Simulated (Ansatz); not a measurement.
# LiGdSe2: which shell does photoemission see at 21.2 and 60 eV? (LDA)

The valence band of LiGdSe2 mixes several shells. Work out by hand which one leads the spectrum's area at each photon energy.

Filled states come from the projected DOS of Ansatz 0.2.0 (LDA+U, plane waves); cross sections σ and asymmetry parameters β are those of free atoms in a Dirac–Hartree–Slater calculation. A shell's area is states × σ × angular factor, which is 1 − β·P₂(cos θ)/2 for unpolarised light, with θ = 54.7° from the beam and P₂ = 0.001.

**At 21.2 eV** (states counted from 10.6 eV below the zero; other shells add 0.13 to the products' sum of 26.5):

```
shell  filled states a cell  cross section (Mb an electron)     β  angular factor  product  share by hand (%)  share in the simulated spectrum (%)
Gd 5p                  0.00                               0  0.00            1.00        0                  0                                    0
Gd 5d                  1.67                             3.8  0.61            1.00     6.34                 24                                   24
Gd 4f                  7.03                          0.0927  1.39            1.00    0.651                  2                                    2
Se 4p                  9.47                            2.04  1.83            1.00     19.3                 73                                   73
```

**At 60 eV** (states counted from 23.9 eV below the zero; other shells add 0.35 to the products' sum of 6.74):

| shell | filled states a cell | cross section (Mb an electron) | β | angular factor | product | share by hand (%) | share in the simulated spectrum (%) |
| --- | --- | --- | --- | --- | --- | --- | --- |
| Gd 5p | 5.86 | 0.267 | 1.46 | 1.00 | 1.56 | 23 | 23 |
| Gd 5d | 1.96 | 0.178 | 1.63 | 1.00 | 0.349 | 5 | 5 |
| Gd 4f | 7.04 | 0.576 | 0.54 | 1.00 | 4.05 | 60 | 60 |
| Se 4p | 9.56 | 0.0445 | 0.06 | 1.00 | 0.425 | 6 | 6 |

Se 4p leads at 21.2 eV and Gd 4f at 60 eV. Between the two energies σ of Se 4p changes by a factor 0.022 and that of Gd 4f by 6.2, so their ratio moves 285-fold in favour of the second. The simulated spectrum uses the same rule on the energy-resolved DOS, so the two share columns agree within a few points.

Only crystals where the two columns agree within 4 points and the lead is clear are worked in this form. Free-atom cross sections ignore the solid's final states, no escape depth or background enters, and the count of states a shell hangs on the projection.

[Logs are printed without paths, hosts, clocks, repeated set-up lines and the standing remarks that a program may print on its own settings, such as how far it seeks lower states.]
